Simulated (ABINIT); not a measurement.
## Beyond one shot: AgCl (Fm-3m)

Wanted: G0W0 and self-consistent gaps of AgCl (Fm-3m), with the cost of the cycles.

Method: PBE and many-body steps on it, plane waves, in ABINIT 10.8.3.

## 1. Starting point

It takes space group Fm-3m (No. 225, cubic). The conventional cell has a = 5.545 Å, b = 5.545 Å, c = 5.545 Å, α = 90.00°, β = 90.00°, γ = 90.00°. Nearest to Ag lie 6 Cl at 2.77 Å. Cl has 6 Ag at 2.77 Å nearest. Farther neighbours and most contacts between anions are not listed.

Coordinates:

```cif
data_structure
_symmetry_space_group_name_H-M 'Fm-3m'
_symmetry_Int_Tables_number 225
_cell_length_a 5.5453
_cell_length_b 5.5453
_cell_length_c 5.5453
_cell_angle_alpha 90.000
_cell_angle_beta 90.000
_cell_angle_gamma 90.000
_cell_volume 170.52
loop_
_atom_site_label
_atom_site_type_symbol
_atom_site_symmetry_multiplicity
_atom_site_Wyckoff_symbol
_atom_site_fract_x
_atom_site_fract_y
_atom_site_fract_z
_atom_site_occupancy
Ag1 Ag 4 a 0.00000 0.00000 0.00000 1
Cl1 Cl 4 b 0.50000 0.00000 0.00000 1
```

The cell and positions are those that the Materials Project relaxed with its own functionals (PBE, PBE+U or r2SCAN), kept fixed.

## 2. Empty states on the mesh, 4×4×4 mesh, 132 bands

This step: ABINIT 10.8.3; DFT, PBE, plane waves, norm-conserving pseudopotentials.

The sums over transitions need many empty states on a uniform mesh; this step solves for them.

run.abi reads:

```
acell 3*1.0 Angstrom
rprim 
  0.000000000000 2.772662996800 2.772662996800
  2.772662996800 0.000000000000 2.772662996800
  2.772662996800 2.772662996800 0.000000000000
ntypat 2
znucl 47 17
natom 2
typat 1 2
xred 
  0.000000000000 0.000000000000 0.000000000000
  0.500000000000 0.500000000000 0.500000000000
pp_dirpath "pseudos"
pseudos "Ag.upf, Cl.upf"
ecut 37
ngkpt 4 4 4
nshiftk 1
shiftk 0 0 0
kptopt 1
chksymbreak 0
irdden 1
istwfk *1
nband 132
prtvol 0
optdriver 6
gwr_task "HDIAGO"
paral_kgb 0
occopt 1
indata_prefix "in"
outdata_prefix "out"
tmpdata_prefix "tmp"
```

On the command line:

```
$ OMP_NUM_THREADS=1 mpirun -n 8 abinit run.abi > log
```

The log of the run:

```text
.Version 10.8.3 of ABINIT. v10.8.2 released Aug 2026.

 Symmetries : space group Fm -3 m (#225); Bravais cF (face-center cubic)
[... echo of the input left out ...]
== DATASET  1 ==================================================================
-   mpi_nproc: 8, omp_nthreads: 1 (-1 if OMP is not activated)

--- !DatasetInfo
iteration_state: {dtset: 1, }
dimensions: {natom: 2, nkpt: 8, mband: 132, nsppol: 1, nspinor: 1, nspden: 1, mpw: 3119, }
cutoff_energies: {ecut:  37.0, pawecutdg:  -1.0, }
[...]
Indirect band gap semiconductor
 Fundamental gap:     0.913 (eV)
   VBM:     4.678 (eV) at k: [ 5.0000E-01,  0.0000E+00,  0.0000E+00]
   CBM:     5.591 (eV) at k: [ 0.0000E+00,  0.0000E+00,  0.0000E+00]
 Direct gap:         3.230 (eV) at k: [ 0.0000E+00,  0.0000E+00,  0.0000E+00]

== END DATASET(S) ==============================================================
================================================================================

 -outvars: echo values of variables after computation  --------
           etotal      0.0000000000E+00
            nband         132
             nkpt           8
          spgroup         225
 [... the other variables as echoed above ...]

 Calculation completed.
```

It took 27 s on 8 MPI ranks of Arm Neoverse V1, shared host; peak memory 4.6 GiB; 3.6 min of CPU time.

This step gave:

```yaml
gap: 0.9128 eV
k_of_the_valence_top: 0.5, 0, 0
k_of_the_conduction_bottom: 0, 0, 0
least_direct_gap: 3.230 eV
k_points_computed: 8
lowest_point_of_the_top_converged_band_above_the_valence_top: 100.4976 eV
```

On this mesh the gap is 0.913 eV.

The density comes from a self-consistent run that is not shown.

## 3. Screening, 4×4×4 mesh, 124 bands, screening to 163.3 eV

The RPA dielectric matrix is built and inverted for each q.

This step: RPA screening on PBE, plane waves, norm-conserving pseudopotentials.

run.abi, as its differences from that of step 2:

```diff
@@ -20,10 +20,11 @@
 chksymbreak 0
-irdden 1
 istwfk *1
-nband 132
-prtvol 0
-optdriver 6
-gwr_task "HDIAGO"
-paral_kgb 0
 occopt 1
+irdwfk 1
+optdriver 3
+nband 124
+ecuteps 6
+inclvkb 2
+awtr 1
+symchi 1
 indata_prefix "in"
```

The log of the run:

```text
.Version 10.8.3 of ABINIT. v10.8.2 released Aug 2026.

 Symmetries : space group Fm -3 m (#225); Bravais cF (face-center cubic)
[... echo of the input left out ...]
== DATASET  1 ==================================================================
-   mpi_nproc: 8, omp_nthreads: 1 (-1 if OMP is not activated)

--- !DatasetInfo
iteration_state: {dtset: 1, }
dimensions: {natom: 2, nkpt: 8, mband: 124, nsppol: 1, nspinor: 1, nspden: 1, mpw: 3119, }
cutoff_energies: {ecut:  37.0, pawecutdg:  -1.0, }
electrons: {nelect:   2.60000000E+01, charge:   0.00000000E+00, occopt:   1.00000000E+00, tsmear:   1.00000000E-02, }

 SCREENING: Calculation of the susceptibility and dielectric matrices

 Based on a program developped by R.W. Godby, V. Olevano, G. Onida, and L. Reining.
 Incorporated in ABINIT by V. Olevano, G.-M. Rignanese, and M. Torrent.
.Using double precision arithmetic ; gwpc =  8

[... cell and pseudopotentials left out ...]
--------------------------------------------------------------------------------

 ==== K-mesh for the wavefunctions ====
 Number of points in the irreducible wedge :     8
[... list of points left out ...]
 Together with 48 symmetry operations and time-reversal symmetry
 yields    64 points in the full Brillouin Zone.

 ==== Q-mesh for the screening function ====
 Number of points in the irreducible wedge :     8
[... list of points left out ...]
 Together with 48 symmetry operations and time-reversal symmetry
 yields    64 points in the full Brillouin Zone.

 setmesh: FFT mesh size selected  =    30x   30x   30
          total number of points  =        27000

 vcoul_init : cutoff-mode = AUXILIARY_FUNCTION
 q-points for optical limit:   1
     1)      0.000010    0.000020    0.000030

- screening: taking advantage of time-reversal symmetry
- Maximum band index for partially occupied states nbvw = 13
- Remaining bands to be divided among processors   nbcw = 111
- Number of bands treated by each node ~13

 Number of electrons calculated from density =   26.0000; Expected =   26.0000
 average of density, n =  0.090376
 r_s =    1.3824
 omega_plasma =   28.9990 [eV]

 calculating chi0 at frequencies [eV] :
  1    0.000000E+00    0.000000E+00
  2    0.000000E+00    2.899902E+01

--------------------------------------------------------------------------------
  q-point number  1        q = ( 0.000000, 0.000000, 0.000000) [r.l.u.]
--------------------------------------------------------------------------------
[... chi0 elements left out ...]
 For q-point:  0.000010 0.000020 0.000030
  dielectric constant =   5.2827
  dielectric constant without local fields =   5.7404

  Average fulfillment of the sum rule on Im[epsilon] for q-point    1 :     71.14  [%]
[... wings left out ...]
  q-point number  2        q = ( 0.250000, 0.000000, 0.000000) [r.l.u.]
--------------------------------------------------------------------------------
[... chi0 elements left out ...]
  Average fulfillment of the sum rule on Im[epsilon] for q-point    2 :     82.18  [%]

 [... 6 further q-points ...]
```

It took 19 s on 8 MPI ranks; peak memory 1.5 GiB; 2.6 min of CPU time.

This step gave:

* ε∞ with local fields, on this mesh, along the program's q direction: 5.283
* the same without local fields: 5.740
* plasma frequency: 29.00 eV
* plane waves in the screening matrix: 181

Local fields lower ε∞ by 8 %. On a Γ-centred mesh this coarse the value itself is usually too large, while a short band sum pulls it down.

## 4. G0W0

The self-energy is evaluated for the states that the input lists, and the levels follow from it, in one-shot runs by the linearised quasiparticle equation.

This step: G0W0 on PBE, plane waves, norm-conserving pseudopotentials.

run.abi, as its differences from that of step 3:

```diff
@@ -23,8 +23,17 @@
 irdwfk 1
-optdriver 3
+optdriver 4
 nband 124
+gwcalctyp 0
+ecutsigx 37
+symsigma 1
+nkptgw 2
+kptgw 
+  0.5000000000 0.0000000000 0.0000000000
+  0.0000000000 0.0000000000 0.0000000000
+bdgw 
+  12 15
+  11 17
 ecuteps 6
-inclvkb 2
-awtr 1
-symchi 1
+irdscr 1
+ppmodel 1
 indata_prefix "in"
```

The log of the run:

```text
.Version 10.8.3 of ABINIT. v10.8.2 released Aug 2026.

 Symmetries : space group Fm -3 m (#225); Bravais cF (face-center cubic)
[... echo of the input left out ...]
== DATASET  1 ==================================================================
-   mpi_nproc: 8, omp_nthreads: 1 (-1 if OMP is not activated)

--- !DatasetInfo
iteration_state: {dtset: 1, }
dimensions: {natom: 2, nkpt: 8, mband: 124, nsppol: 1, nspinor: 1, nspden: 1, mpw: 3119, }
cutoff_energies: {ecut:  37.0, pawecutdg:  -1.0, }
electrons: {nelect:   2.60000000E+01, charge:   0.00000000E+00, occopt:   1.00000000E+00, tsmear:   1.00000000E-02, }

 SIGMA: Calculation of the GW corrections

 Based on a program developped by R.W. Godby, V. Olevano, G. Onida, and L. Reining.
 Incorporated in ABINIT by V. Olevano, G.-M. Rignanese, and M. Torrent.
.Using double precision arithmetic ; gwpc =  8

[... cell and pseudopotentials left out ...]
--------------------------------------------------------------------------------

 ==== K-mesh for the wavefunctions ====
 Number of points in the irreducible wedge :     8
[... list of points left out ...]
 Together with 48 symmetry operations and time-reversal symmetry
 yields    64 points in the full Brillouin Zone.

 ==== Q-mesh for screening function ====
 Number of points in the irreducible wedge :     8
[... list of points left out ...]
 Together with 48 symmetry operations and time-reversal symmetry
 yields    64 points in the full Brillouin Zone.

 vcoul_init : cutoff-mode = AUXILIARY_FUNCTION
 q-points for optical limit:   1
     1)      0.000010    0.000020    0.000030
 setmesh: FFT mesh size selected  =    45x   45x   45
          total number of points  =        91125

 Number of electrons calculated from density =   26.0000; Expected =   26.0000
 average of density, n =  0.090376
 r_s =    1.3824
 omega_plasma =   28.9990 [eV]

 === KS Band Gaps ===
  >>>> For spin  1
   Minimum direct gap =   3.2296 [eV], located at k-point      :   0.0000  0.0000  0.0000
   Fundamental gap    =   0.9128 [eV], Top of valence bands at :   0.5000  0.0000  0.0000
                                       Bottom of conduction at :   0.0000  0.0000  0.0000
 SIGMA fundamental parameters:
 PLASMON POLE MODEL  1
 number of plane-waves for SigmaX                 3119
 number of plane-waves for SigmaC and W            181
 number of plane-waves for wavefunctions          3119
 number of bands                                   124
 number of independent spin polarizations            1
 number of spinorial components                      1
 number of k-points in IBZ                           8
 number of q-points in IBZ                           8
 number of symmetry operations                      48
 number of k-points in BZ                           64
 number of q-points in BZ                           64
 number of frequencies for dSigma/dE                 9
 frequency step for dSigma/dE [eV]                0.25
 number of omega for Sigma on real axis              0
 max omega for Sigma on real axis  [eV]           0.00
 zcut for avoiding poles [eV]                     0.10

 EPSILON^-1 parameters (SCR file):
 dimension of the eps^-1 matrix on file            181
 dimension of the eps^-1 matrix used               181
 number of plane-waves for wavefunctions          3119
 number of bands                                   124
 number of q-points in IBZ                           8
 number of frequencies                               2
 number of real frequencies                          1
 number of imag frequencies                          1

 matrix elements of self-energy operator (all in [eV])

 Perturbative Calculation

--- !SelfEnergy_ee
iteration_state: {dtset: 1, }
kpoint     : [   0.500,    0.000,    0.000, ]
spin       : 1
KS_gap     :    4.239
QP_gap     :    5.330
Delta_QP_KS:    1.091
data: !SigmaeeData |
     Band     E0 <VxcDFT>   SigX SigC(E0)      Z dSigC/dE  Sig(E)    E-E0       E
       12   4.678 -21.528 -26.456   3.795   0.798  -0.253 -22.433  -0.905   3.774
       13   4.678 -21.528 -26.456   3.795   0.798  -0.253 -22.433  -0.905   3.774
       14   8.917  -9.095  -4.868  -4.004   0.837  -0.195  -8.908   0.186   9.104
       15  11.220 -13.713  -7.715  -5.056   0.804  -0.244 -12.955   0.757  11.977

--- !SelfEnergy_ee
iteration_state: {dtset: 1, }
kpoint     : [   0.000,    0.000,    0.000, ]
spin       : 1
KS_gap     :    3.230
QP_gap     :    4.673
Delta_QP_KS:    1.444
data: !SigmaeeData |
     Band     E0 <VxcDFT>   SigX SigC(E0)      Z dSigC/dE  Sig(E)    E-E0       E
       11   2.361 -14.534 -18.755   2.792   0.792  -0.263 -15.666  -1.132   1.229
       12   2.361 -14.534 -18.755   2.792   0.792  -0.263 -15.666  -1.132   1.229
       13   2.361 -14.534 -18.755   2.792   0.792  -0.263 -15.666  -1.132   1.229
       14   5.591 -10.854  -6.572  -3.907   0.830  -0.204 -10.543   0.312   5.903
       15  15.379 -12.290  -6.936  -4.475   0.823  -0.216 -11.567   0.723  16.102
       16  15.379 -12.290  -6.936  -4.475   0.823  -0.216 -11.567   0.723  16.102
       17  15.379 -12.290  -6.936  -4.475   0.823  -0.216 -11.567   0.723  16.102

== END DATASET(S) ==============================================================
================================================================================

 -outvars: echo values of variables after computation  --------
           etotal      0.0000000000E+00
            nband         124
             nkpt           8
          spgroup         225
 [... the other variables as echoed above ...]

 Calculation completed.
```

It took 6.2 s on 8 MPI ranks; peak memory 1.3 GiB; 49 s of CPU time.

This step gave:

| Property | Result |
| --- | --- |
| G0W0 gap on the points computed | 2.129 eV |
| starting gap on the mesh | 0.9128 eV |
| k of the valence top | 0.5, 0, 0 |
| k of the conduction bottom | 0, 0, 0 |
| Z at the valence top | 0.798 |
| Z at the conduction bottom | 0.83 |
| least direct G0W0 gap on the computed points | 4.674 eV |

The gap on the mesh goes from 0.91 eV to 2.13 eV, a correction of +1.22 eV.

## 5. evGW0, cycle 1

This step: evGW0 on PBE, plane waves, norm-conserving pseudopotentials.

run.abi, as its differences from that of step 4:

```diff
@@ -25,12 +25,24 @@
 nband 124
-gwcalctyp 0
+gwcalctyp 10
 ecutsigx 37
 symsigma 1
-nkptgw 2
+nkptgw 8
 kptgw 
+  0.0000000000 0.0000000000 0.0000000000
+  0.2500000000 0.0000000000 0.0000000000
   0.5000000000 0.0000000000 0.0000000000
-  0.0000000000 0.0000000000 0.0000000000
+  0.2500000000 0.2500000000 0.0000000000
+  0.5000000000 0.2500000000 0.0000000000
+  -0.2500000000 0.2500000000 0.0000000000
+  0.5000000000 0.5000000000 0.0000000000
+  -0.2500000000 0.5000000000 0.2500000000
 bdgw 
-  12 15
-  11 17
+  6 21
+  6 21
+  6 21
+  6 21
+  6 21
+  6 21
+  6 21
+  6 21
 ecuteps 6
```

The log of the run:

```text
.Version 10.8.3 of ABINIT. v10.8.2 released Aug 2026.

 Symmetries : space group Fm -3 m (#225); Bravais cF (face-center cubic)
[... echo of the input left out ...]
== DATASET  1 ==================================================================
-   mpi_nproc: 8, omp_nthreads: 1 (-1 if OMP is not activated)

--- !DatasetInfo
iteration_state: {dtset: 1, }
dimensions: {natom: 2, nkpt: 8, mband: 124, nsppol: 1, nspinor: 1, nspden: 1, mpw: 3119, }
cutoff_energies: {ecut:  37.0, pawecutdg:  -1.0, }
electrons: {nelect:   2.60000000E+01, charge:   0.00000000E+00, occopt:   1.00000000E+00, tsmear:   1.00000000E-02, }

 SIGMA: Calculation of the GW corrections

 Based on a program developped by R.W. Godby, V. Olevano, G. Onida, and L. Reining.
 Incorporated in ABINIT by V. Olevano, G.-M. Rignanese, and M. Torrent.
.Using double precision arithmetic ; gwpc =  8

[... cell and pseudopotentials left out ...]
--------------------------------------------------------------------------------

 ==== K-mesh for the wavefunctions ====
 Number of points in the irreducible wedge :     8
[... list of points left out ...]
 Together with 48 symmetry operations and time-reversal symmetry
 yields    64 points in the full Brillouin Zone.

 ==== Q-mesh for screening function ====
 Number of points in the irreducible wedge :     8
[... list of points left out ...]
 Together with 48 symmetry operations and time-reversal symmetry
 yields    64 points in the full Brillouin Zone.

 vcoul_init : cutoff-mode = AUXILIARY_FUNCTION
 q-points for optical limit:   1
     1)      0.000010    0.000020    0.000030
 setmesh: FFT mesh size selected  =    45x   45x   45
          total number of points  =        91125

 Number of electrons calculated from density =   26.0000; Expected =   26.0000
[...]
spin       : 1
KS_gap     :    4.251
QP_gap     :    5.879
Delta_QP_KS:    1.627
data: !SigmaeeData |
     Band     E_DFT   <VxcDFT>   E(N-1)  <Hhartree>   SigX  SigC[E(N-1)]    Z     dSigC/dE  Sig[E(N)]  DeltaE  E(N)_pert E(N)_diago
[...]
--- !SelfEnergy_ee
iteration_state: {dtset: 1, }
kpoint     : [  -0.250,    0.500,    0.250, ]
spin       : 1
KS_gap     :    5.372
QP_gap     :    6.962
Delta_QP_KS:    1.590
data: !SigmaeeData |
     Band     E_DFT   <VxcDFT>   E(N-1)  <Hhartree>   SigX  SigC[E(N-1)]    Z     dSigC/dE  Sig[E(N)]  DeltaE  E(N)_pert E(N)_diago
[...]
20    19.326   -12.241    19.326    31.567    -5.355    -5.633     0.799    -0.251   -11.239     1.001    20.328    20.579
       21    20.748   -13.349    20.748    34.096    -6.511    -5.723     0.787    -0.270   -12.471     0.877    21.625    21.862

 New Fermi energy :        1.747714E-01 Ha ,    4.755772E+00 eV

 === QP Band Gaps ===
  >>>> For spin  1
   Minimum direct gap =   5.0342 [eV], located at k-point      :   0.0000  0.0000  0.0000
   Fundamental gap    =   2.4211 [eV], Top of valence bands at :   0.5000  0.0000  0.0000
                                       Bottom of conduction at :   0.0000  0.0000  0.0000

 writing QP data on file : out_QPS

 Convergence of QP corrections
 >>>>> For spin  1 <<<<<
.  kptgw no:  1; Maximum DeltaE = (   0.000   0.000) for band index:  3
.  kptgw no:  2; Maximum DeltaE = (   0.554  -0.000) for band index:  3
.  kptgw no:  3; Maximum DeltaE = (   0.612  -0.001) for band index:  1
[...]
.  kptgw no:  7; Maximum DeltaE = (   0.609   0.000) for band index:  1
.  kptgw no:  8; Maximum DeltaE = (   1.015  -0.006) for band index:  3

== END DATASET(S) ==============================================================
================================================================================

 -outvars: echo values of variables after computation  --------
           etotal      0.0000000000E+00
            nband         124
             nkpt           8
          spgroup         225
 [... the other variables as echoed above ...]

 Calculation completed.
```

The job ended after 82 s (8 MPI ranks; peak memory 2.9 GiB).

This step gave:

```
quasiparticle gap on the mesh                         : 2.421 eV
gap of the density functional on the mesh             : 0.9128 eV
k of the valence top                                  : 0.5, 0, 0
k of the conduction bottom                            : 0, 0, 0
Z at the valence top                                  : 0.798
Z at the conduction bottom                            : 0.83
least direct quasiparticle gap on the computed points : 5.034 eV
```

Against G0W0 in ABINIT (4×4×4 mesh, 124 bands, screening to 163.3 eV, Godby-Needs plasmon pole), the gap moves by +0.292 eV. This first cycle still uses the starting levels; it takes the full correction, at all points of the mesh, and its linearised value is 2.129 eV.

## 6. evGW0, cycle 2

The corrected levels of the last cycle go back in.

run.abi, as its differences from that of step 5:

```diff
@@ -50,2 +50,3 @@
 ppmodel 1
+irdqps 1
 indata_prefix "in"
```

The log of the run:

```text
.Version 10.8.3 of ABINIT. v10.8.2 released Aug 2026.

 Symmetries : space group Fm -3 m (#225); Bravais cF (face-center cubic)
[... echo of the input left out ...]
== DATASET  1 ==================================================================
-   mpi_nproc: 8, omp_nthreads: 1 (-1 if OMP is not activated)

--- !DatasetInfo
iteration_state: {dtset: 1, }
dimensions: {natom: 2, nkpt: 8, mband: 124, nsppol: 1, nspinor: 1, nspden: 1, mpw: 3119, }
cutoff_energies: {ecut:  37.0, pawecutdg:  -1.0, }
[...]
.  kptgw no:  3; Maximum DeltaE = (  -0.059  -0.001) for band index:  1
[...]
.  kptgw no:  7; Maximum DeltaE = (  -0.031  -0.000) for band index: 16
.  kptgw no:  8; Maximum DeltaE = (  -0.035   0.000) for band index: 16

== END DATASET(S) ==============================================================
================================================================================

 -outvars: echo values of variables after computation  --------
           etotal      0.0000000000E+00
            nband         124
             nkpt           8
          spgroup         225
 [... the other variables as echoed above ...]

 Calculation completed.
```

It took 82 s on 8 MPI ranks; peak memory 2.9 GiB; 11 min of CPU time.

This step gave:

```
quasiparticle gap on the mesh                         : 2.341 eV
gap of the density functional on the mesh             : 0.9128 eV
k of the valence top                                  : 0.5, 0, 0
k of the conduction bottom                            : 0, 0, 0
least direct quasiparticle gap on the computed points : 4.881 eV
```

Against the cycle before, the gap moves by −0.080 eV.

(Continued in part 2 of 3.)

[Paths, hosts, dates, memory and timing lines, banners, echoed tables and standing remarks are left out of the program output.]

[Logs are printed without paths, hosts, clocks, repeated set-up lines and the standing remarks that a program may print on its own settings, such as how far it seeks lower states.]

[Runs of the session that timed out or met a known fault of the program may be left out.]

[Hosts, paths, dates, database ids (printed as entryN), source tags and the programs' standing remarks are cut or masked in the printed files.]

[G0W0 gaps are taken among the corrected bands and points alone; a level outside them can change the order at an edge.]

[Where Ansatz stands beside ABINIT at settings called matched, ABINIT's density can come from a denser mesh and the files from another edition; pairs whose starting gaps differed by over 0.03 eV were left out, so agreement reads better than it is.]
